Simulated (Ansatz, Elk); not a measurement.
# LiZnF3: X-ray structure factors from the self-consistent density

Structure refinements treat a crystal as free atoms side by side. For a made-up structure of LiZnF3 (cell and positions from a r2SCAN relaxation) the runs below show what the calculated density changes in F(hkl).

Program: Elk 11.2.3 (patched build). Level of theory: DFT, PBE, all-electron APW+lo, Dirac cores, scalar-relativistic bands, static density, no spin. Results are calculated unless marked as measured.

The structure was built from a prototype and need not be the compound's stable phase.

### Step 1. The structure

It takes space group Pm-3m (No. 221, cubic). Conventional cell: a = 3.964 Å, b = 3.964 Å, c = 3.964 Å, α = 90.00°, β = 90.00°, γ = 90.00°. Nearest to Zn lie 6 F at 1.98 Å. Nearest to F lie 2 Zn at 1.98 Å. Li has 12 F at 2.80 Å nearest. Farther neighbours and most contacts between anions are not listed.

### Step 2. Ground state and structure factors

An all-electron density is needed, since X-rays see the cores too. Task 0 finds the density and task 195 Fourier-transforms it; tshift is off so that phases refer to the origin typed.

elk.in reads:

```
tasks
  0
  195

xctype
  20

spinpol
  .false.

rgkmax
  7.0

gmaxvr
  14.0

lmaxo
  7

lmaxapw
  8

swidth
  0.002

tshift
  .false.

ramdisk
  .false.

hmaxvr
  5.5

maxscl
  120

epspot
  1e-06

sppath
  './'

avec
  7.49095368418 0.00000000000 -0.00000000000
  0.00000000000 7.49095368418 0.00000000000
  -0.00000000000 0.00000000000 7.49095368418

atoms
  3
  'Zn.in'
  1
  0.0000000000 0.0000000000 -0.0000000000   0.000000 0.000000 0.000000
  'F.in'
  3
  0.5000000000 0.0000000000 0.0000000000   0.000000 0.000000 0.000000
  -0.0000000000 -0.0000000000 0.5000000000   0.000000 0.000000 0.000000
  -0.0000000000 0.5000000000 0.0000000000   0.000000 0.000000 0.000000
  'Li.in'
  1
  0.5000000000 0.5000000000 0.5000000000   0.000000 0.000000 0.000000

ngridk
  6 6 6
```

On the command line:

```console
$ OMP_NUM_THREADS=4 elk
```

Numbers of over 12 decimals in the logs are rounded to 6 here.

Output:

```text
┌─────────────────────────┐
│ Elk code version 11.2.3 │
└─────────────────────────┘

All units are atomic (Hartree, Bohr, etc.)

┌─────────────────────────────────────────────────┐
│ Ground-state run starting from atomic densities │
└─────────────────────────────────────────────────┘

Lattice vectors :
   7.490953684       0.000000000      -0.000000000
   0.000000000       7.490953684       0.000000000
  -0.000000000       0.000000000       7.490953684

Reciprocal lattice vectors :
  0.8387697444      -0.000000000       0.000000000
  -0.000000000      0.8387697444      -0.000000000
   0.000000000      -0.000000000      0.8387697444

Unit cell volume      :    420.3502748
Brillouin zone volume :   0.5901036072

Muffin-tin inner radius fraction :   0.1000000000E-01

Nuclei treated as point charges

Species : 1 (Zn)
 parameters loaded from : Zn.in
 name : zinc
 nuclear charge    :   -30.00000000
 electronic charge :    30.00000000
 atomic mass :    119233.3130
 muffin-tin radius :    2.015714641
 number of radial points in muffin-tin :    993
 inner part over the whole radius :   0.9887407255E-02
 number on inner part of muffin-tin    :    698
 approximate nuclear radius :   0.7484757725E-04
 number of mesh points to nuclear radius :    341
 atomic positions (lattice), magnetic fields (Cartesian) :
  1 :   0.00000000  0.00000000  0.00000000    0.00000000  0.00000000  0.00000000

Species : 2 (F)
 parameters loaded from : F.in
 name : fluorine
 nuclear charge    :   -9.000000000
 electronic charge :    9.000000000
 atomic mass :    34631.97045
 muffin-tin radius :    1.679762201
 number of radial points in muffin-tin :    593
 inner part over the whole radius :   0.9990370866E-02
 number on inner part of muffin-tin    :    408
 approximate nuclear radius :   0.5278478738E-04
 number of mesh points to nuclear radius :    177
 atomic positions (lattice), magnetic fields (Cartesian) :
  1 :   0.50000000  0.00000000  0.00000000    0.00000000  0.00000000  0.00000000
  2 :   0.00000000  0.00000000  0.50000000    0.00000000  0.00000000  0.00000000
  3 :   0.00000000  0.50000000  0.00000000    0.00000000  0.00000000  0.00000000

Species : 3 (Li)
 parameters loaded from : Li.in
 name : lithium
 nuclear charge    :   -3.000000000
 electronic charge :    3.000000000
 atomic mass :    12652.66898
 muffin-tin radius :    1.800000000
 number of radial points in muffin-tin :    593
 inner part over the whole radius :   0.9806707936E-02
 number on inner part of muffin-tin    :    401
 approximate nuclear radius :   0.4000070961E-04
 number of mesh points to nuclear radius :    148
 atomic positions (lattice), magnetic fields (Cartesian) :
  1 :   0.50000000  0.50000000  0.50000000    0.00000000  0.00000000  0.00000000

Total number of atoms per unit cell :    5
Total muffin-tin volume :    118.2952792
 ratio of muffin-tin to unit cell volume :   0.2814207254

Spin treatment :
 spin-unpolarised

Number of Bravais lattice symmetries :   48
Number of crystal symmetries         :   48
Crystal has inversion symmetry
Real symmetric eigensolver will be used

k-point grid :      6     6     6
k-point offset :    0.000000000       0.000000000       0.000000000
k-point set is reduced with full crystal symmetry group
Total number of k-points :       20

Muffin-tin radius times maximum |G+k| :    7.000000000
 using average radius
Maximum |G+k| for APW functions       :    3.952568615
Maximum (1/2)|G+k|²                   :    7.811399327
Maximum |G| for potential and density :    14.00000000
Constant for pseudocharge density :    7
 order of it for each species :   14  14  14
 order of it for pair densities of each species (exact exchange by exxq0 0: 15) :   13   8  10
Radial integration step length :    1

G-vector grid sizes :     35    35    35
Number of G-vectors :    19549

Maximum angular momentum used for
 APW functions            :    8
 outer part of muffin-tin :    7
 inner part of muffin-tin :    2

Total nuclear charge    :   -60.00000000
[...]
(states/Hartree/unit cell)

Estimated indirect band gap :   0.1170927521
 from k-point 19 to k-point 1
Estimated direct band gap   :   0.1878675314
 at k-point 1

Charges :
 core                        :    18.00000000
 valence                     :    42.00000000
 interstitial                :    4.044557859
 muffin-tins (core leakage)
  species : 1 (Zn)
   atom 1                    :    28.01854800     (  0.8127546700E-03)
  species : 2 (F)
   atom 1                    :    8.645260293     ( -0.2792562701E-06)
[...]
species : 3 (Li)
   atom 1                    :    2.001113269     (   0.000000000    )
 total in muffin-tins        :    55.95544214
 total calculated charge     :    59.99832839
 total charge                :    60.00000000
 error                       :   0.1671613377E-02

RMS change in Kohn-Sham potential (target) :    6.687236392     (  0.1000000000E-05)
Absolute change in total energy (target)   :    2.723833121     (  0.1000000000E-03)

[... loops 3 to 14 left out ...]

┌──────────────────┐
│ Loop number : 15 │
└──────────────────┘

Energies :
 Fermi                       :     0.53860302668912E-01
 sum of occupied eigenvalues :     -1184.5313635690
 electron kinetic            :      2136.1868693841
 core electron kinetic       :      1838.9700733993
 Coulomb                     :     -4134.7930293989
 Coulomb potential           :     -3184.7941849285
 nuclear-nuclear             :     -263.37096897372
 electron-nuclear            :     -4564.8432042351
 Hartree                     :      693.42114380997
 Madelung                    :     -2542.3959369346
 xc potential                :     -135.92404802456
 exchange                    :     -102.41917217983
 correlation                 :     -2.457680
 electron entropic           :    -0.44558046029661E-11
 total energy                :     -2103.4830125062

Density of states at Fermi energy :   0.5003484862E-07
 (states/Hartree/unit cell)

Estimated indirect band gap :   0.1178214330
 from k-point 20 to k-point 1
Estimated direct band gap   :   0.2045880995
 at k-point 1

Charges :
 core                        :    18.00000000
 valence                     :    42.00000000
 interstitial                :    4.484241239
 muffin-tins (core leakage)
  species : 1 (Zn)
[...]
species : 2 (F)
[...]
species : 3 (Li)
   atom 1                    :    2.013565629     (   0.000000000    )
 total in muffin-tins        :    55.51575876
 total calculated charge     :    59.99831184
 total charge                :    60.00000000
 error                       :   0.1688157721E-02

RMS change in Kohn-Sham potential (target) :   0.6691042594E-06 (  0.1000000000E-05)
Absolute change in total energy (target)   :   0.3296956038E-05 (  0.1000000000E-03)

Convergence targets achieved

┌──────────────────┐
│ Loop number : 16 │
└──────────────────┘

Energies :
 Fermi                       :     0.53860344132853E-01
 sum of occupied eigenvalues :     -1184.5313596622
 electron kinetic            :      2136.1868659659
 core electron kinetic       :      1838.9700751641
 Coulomb                     :     -4134.7930218956
 Coulomb potential           :     -3184.7941869028
 nuclear-nuclear             :     -263.37096897372
 electron-nuclear            :     -4564.8431873068
 Hartree                     :      693.42113438490
 Madelung                    :     -2542.3959284442
 xc potential                :     -135.92403872529
 exchange                    :     -102.41917170105
 correlation                 :     -2.457680
 electron entropic           :    -0.44558046029669E-11
 total energy                :     -2103.4830079374

Density of states at Fermi energy :   0.5003484849E-07
 (states/Hartree/unit cell)

Estimated indirect band gap :   0.1178213742
 from k-point 20 to k-point 1
Estimated direct band gap   :   0.2045881023
 at k-point 1

Charges :
 core                        :    18.00000000
 valence                     :    42.00000000
 interstitial                :    4.484241247
 muffin-tins (core leakage)
  species : 1 (Zn)
[...]
species : 2 (F)
   atom 1                    :    8.446887877     ( -0.2791774896E-06)
   atom 2                    :    8.446887877     ( -0.2791774896E-06)
   atom 3                    :    8.446887877     ( -0.2791774896E-06)
  species : 3 (Li)
   atom 1                    :    2.013565630     (   0.000000000    )
 total in muffin-tins        :    55.51575875
 total calculated charge     :    59.99831184
 total charge                :    60.00000000
 error                       :   0.1688157806E-02

┌──────────────────────────────┐
│ Self-consistent loop stopped │
└──────────────────────────────┘

Warning : core states of species 1 leak from the muffin-tin :   0.8025516838E-03

Wrote STATE.OUT
```

It took 13 s on 4 threads of AMD EPYC 7R13 (Zen 3), shared host; peak memory 0.16 GiB; 36 s of CPU time.

SFACRHO.OUT:

```text

h k l indices transformed by vhmat matrix:
   1.000000000       0.000000000       0.000000000    
   0.000000000       1.000000000       0.000000000    
   0.000000000       0.000000000       1.000000000    

      h      k      l  multipl.   |H|            Re(F)            Im(F)           |F|

      0      0      0      1   0.0000000       60.000004     -0.60220940E-16   60.000004    
     -1      0      0      6  0.83876974       33.024727     -0.12357987E-14   33.024727    
      1     -1      0     12   1.1861995       19.412674      0.57720831E-16   19.412674    
     -1     -1     -1      8   1.4527918       2.2260142     -0.23803572E-14   2.2260142    
      0      0     -2      6   1.6775395       41.698455      0.17107014E-14   41.698455    
     -1     -2      0     24   1.8755462       25.150205      0.28573403E-16   25.150205    
      1     -2      1     24   2.0545579       16.924786      0.22431092E-14   16.924786    
      0      2     -2     12   2.3723991       32.951836      0.79328725E-16   32.951836    
      0     -3      0      6   2.5163092       20.765015     -0.20051439E-14   20.765015    
     -1      2     -2     24   2.5163092       20.768815     -0.71067939E-15   20.768815    
      3      1      0     24   2.6524228       14.931702      0.13043837E-14   14.931702    
      1     -3      1     24   2.7818845       4.9550593     -0.70212870E-15   4.9550593    
     -2      2      2      8   2.9055836       27.612617     -0.11014555E-14   27.612617    
     -3      2      0     24   3.0242273       17.874628     -0.21798125E-14   17.874628    
     -3      1      2     48   3.1383890       13.303115     -0.14906782E-14   13.303115    
      0     -4      0      6   3.3550790       24.001810      0.18211830E-14   24.001810    
      2     -2     -3     24   3.4583363       15.818234     -0.13672643E-14   15.818234    
      4     -1      0     24   3.4583363       15.867736     -0.14045167E-14   15.867736
```

Elk indexes on the primitive cell of elk.in and gives |H| = 4π sin θ/λ in inverse bohr. Below, one row stands for each form hkl of the conventional cell (m members, Friedel mates merged), F is for one primitive cell and the density is static (no thermal factor). Free-atom factors are Waasmaier and Kirfel's, and R is Σm||F|−|F'||/Σm|F|.

```csv
hkl,m,sin θ/λ (Å⁻¹),"abs F, DFT",neutral atoms,diff.,ions,diff.
100,6,0.126,33.025,32.907,+0.117,32.944,+0.081
110,12,0.178,19.413,19.786,-0.373,19.382,+0.030
111,8,0.218,2.226,2.751,-0.525,2.306,-0.080
200,6,0.252,41.699,41.466,+0.232,41.860,-0.161
210,24,0.282,25.150,25.132,+0.018,25.292,-0.142
211,24,0.309,16.925,16.989,-0.064,17.132,-0.208
220,12,0.357,32.952,32.977,-0.026,33.017,-0.065
300,6,0.378,20.765,20.776,-0.011,20.850,-0.085
221,24,0.378,20.769,20.776,-0.007,20.850,-0.081
310,24,0.399,14.932,14.950,-0.018,15.074,-0.142
311,24,0.418,4.955,4.922,+0.034,5.120,-0.164
222,8,0.437,27.613,27.641,-0.029,27.583,+0.030
320,24,0.455,17.875,17.873,+0.001,17.895,-0.021
321,48,0.472,13.303,13.319,-0.016,13.382,-0.079
```

The ions are Li+, Zn2+ and F−, by formal charge.

### Step 3. The highest occupied states alone

An energy window below the Fermi level keeps the highest occupied states, to see at which angles they scatter; shallow core shells can lie inside it and anion s states outside. No new self-consistency is needed.

elk.in, as its differences from that of step 2:

```diff
@@ -1,3 +1,2 @@
 tasks
-  0
   195
@@ -40,2 +39,5 @@
 
+wsfac
+  -0.387130 0.353860
+
 sppath
```

On the command line:

```console
$ OMP_NUM_THREADS=4 elk
```

Output:

```text
┌─────────────────────────────────┐
│ Elk code version 11.2.3 started │
└─────────────────────────────────┘

Info(readinput): the functional depends on the density's gradient
 muffin-tin radial points multiplied by    2.00000
 (not where nrmtscf is given)

┌────────────────────┐
│ Current task : 195 │
└────────────────────┘
Info(checkmt): changed muffin-tin radius of species 1 (Zn) from   2.4000 to   2.0157
Info(checkmt): changed muffin-tin radius of species 2 (F) from   2.0000 to   1.6798

Info(sfacrho): density structure factors written to SFACRHO.OUT

 Energy window :  -0.3871300000      0.3538600000

┌──────────────────┐
│ Elk code stopped │
└──────────────────┘
```

Wall time 3.9 s (4 threads); peak memory 0.16 GiB; 4.9 s of CPU time.

States within 12 eV below the Fermi level hold 28.00 electrons; any levels below the window count with the cores. Their amplitudes can exceed the total, where window and core parts have opposite phase:

```csv
hkl,sin θ/λ (Å⁻¹),"abs F, window","abs F, all"
100,0.126,13.761,33.025
110,0.178,4.149,19.413
111,0.218,2.711,2.226
200,0.252,14.968,41.699
210,0.282,8.356,25.150
211,0.309,3.222,16.925
220,0.357,9.624,32.952
300,0.378,5.648,20.765
221,0.378,5.712,20.769
310,0.399,2.493,14.932
```

### Step 4. Another functional

The difference from free atoms is small, so it is set against the change that PBEsol makes.

elk.in, as its differences from that of step 3:

```diff
@@ -1,2 +1,3 @@
 tasks
+  0
   195
@@ -4,3 +5,3 @@
 xctype
-  20
+  22
 
@@ -39,5 +40,2 @@
 
-wsfac
-  -0.387130 0.353860
-
 sppath
```

On the command line:

```console
$ OMP_NUM_THREADS=4 elk
```

Output:

```text
┌─────────────────────────┐
│ Elk code version 11.2.3 │
└─────────────────────────┘

All units are atomic (Hartree, Bohr, etc.)

┌─────────────────────────────────────────────────┐
│ Ground-state run starting from atomic densities │
└─────────────────────────────────────────────────┘

Lattice vectors :
   7.490953684       0.000000000      -0.000000000
   0.000000000       7.490953684       0.000000000
  -0.000000000       0.000000000       7.490953684

Reciprocal lattice vectors :
  0.8387697444      -0.000000000       0.000000000
[...]
species : 2 (F)
[...]
atom 2                    :    8.430393361     ( -0.2790744471E-06)
   atom 3                    :    8.430393361     ( -0.2790744471E-06)
  species : 3 (Li)
   atom 1                    :    2.012876086     (   0.000000000    )
 total in muffin-tins        :    55.46909427
 total calculated charge     :    59.99829762
 total charge                :    60.00000000
 error                       :   0.1702383452E-02

┌──────────────────────────────┐
│ Self-consistent loop stopped │
└──────────────────────────────┘

Warning : core states of species 1 leak from the muffin-tin :   0.8184792335E-03

Wrote STATE.OUT
[key lines of the parts left out:]
total energy                :     -2101.1478548805
```

Run time: 13 s. Hardware: 4 threads; peak memory 0.16 GiB; 36 s of CPU time.

Against the first run R = 0.06 %; the largest change is -0.060 at 200.

### Step 5. Basis size

A smaller basis shows how fast F responds to it; the change is likely larger than the basis error of the first run, but doesn't show convergence.

elk.in, as its differences from that of step 4:

```diff
@@ -5,3 +5,3 @@
 xctype
-  22
+  20
 
@@ -11,3 +11,3 @@
 rgkmax
-  7.0
+  5.5
```

On the command line:

```console
$ OMP_NUM_THREADS=4 elk
```

Output:

```text
┌─────────────────────────┐
│ Elk code version 11.2.3 │
└─────────────────────────┘

All units are atomic (Hartree, Bohr, etc.)

┌─────────────────────────────────────────────────┐
│ Ground-state run starting from atomic densities │
└─────────────────────────────────────────────────┘

Lattice vectors :
   7.490953684       0.000000000      -0.000000000
   0.000000000       7.490953684       0.000000000
  -0.000000000       0.000000000       7.490953684

Reciprocal lattice vectors :
  0.8387697444      -0.000000000       0.000000000
[...]
species : 2 (F)
[...]
atom 2                    :    8.413228303     ( -0.2791835416E-06)
   atom 3                    :    8.413228303     ( -0.2791835416E-06)
  species : 3 (Li)
   atom 1                    :    2.012935424     (   0.000000000    )
 total in muffin-tins        :    55.38962703
 total calculated charge     :    59.99862404
 total charge                :    60.00000000
 error                       :   0.1375958572E-02

┌──────────────────────────────┐
│ Self-consistent loop stopped │
└──────────────────────────────┘

Warning : core states of species 1 leak from the muffin-tin :   0.8025225456E-03

Wrote STATE.OUT
[key lines of the parts left out:]
total energy                :     -2103.3693557560
```

Elapsed: 10 s, on 4 threads; peak memory 0.16 GiB.

Against the first run R = 0.08 %; the largest change is -0.052 at 200.

### Step 6. Settings against the effect

```csv
run,R against the first run (%),"R against neutral atoms, low angle (%)",wall time
"PBE, rgkmax 7",0.00,0.86,13 s
PBEsol,0.06,0.78,13 s
rgkmax 5.5,0.08,0.78,10 s
```

### Step 7. Outcome

```json
{
  "R against neutral atoms, sin θ/λ < 0.3 Å⁻¹": "0.86 %",
  "R against neutral atoms, 0.3 to 0.82 Å⁻¹": "0.28 %",
  "R against ions, below 0.3 Å⁻¹": "0.45 %"
}
```

Independent neutral atoms miss the calculated amplitudes by R = 0.86 % below 0.3 Å⁻¹ and 0.28 % from there to 0.82 Å⁻¹; by shells, 0.36 % below 0.15 Å⁻¹ (1 form), 0.95 % 0.15 to 0.3 (4 forms), 0.17 % 0.3 to 0.45 (7 forms), 0.30 % above 0.45 (37 forms). Bonding, aspherical density and the tables' own atoms all enter these figures, and the runs don't part them. The largest change of an amplitude is -0.52 electrons, at 111. Weak lines can change much in proportion: 111 goes from 2.75 to 2.23. Formal ions give R = 0.45 % at low angle, nearer than neutral atoms. The window's part falls from 28.0 electrons at the origin to at most 4.82 between 0.45 and 0.82 Å⁻¹, where compact states inside the window still scatter. Below 0.3 Å⁻¹ the changes that finished (PBEsol and rgkmax 5.5) move F by R = 0.11 % at most, against the 0.86 % that separates it from free atoms. The k-mesh has no finished test. Part of the difference isn't bonding: the tables are fits to free atoms and ions calculated by other methods than this functional. Thermal motion, anomalous dispersion and extinction are left out.

[Logs are printed without paths, hosts, clocks, repeated set-up lines and the standing remarks that a program may print on its own settings, such as how far it seeks lower states.]

[Hosts, paths, dates, database ids (printed as entryN), source tags and the programs' standing remarks are cut or masked in the printed files.]
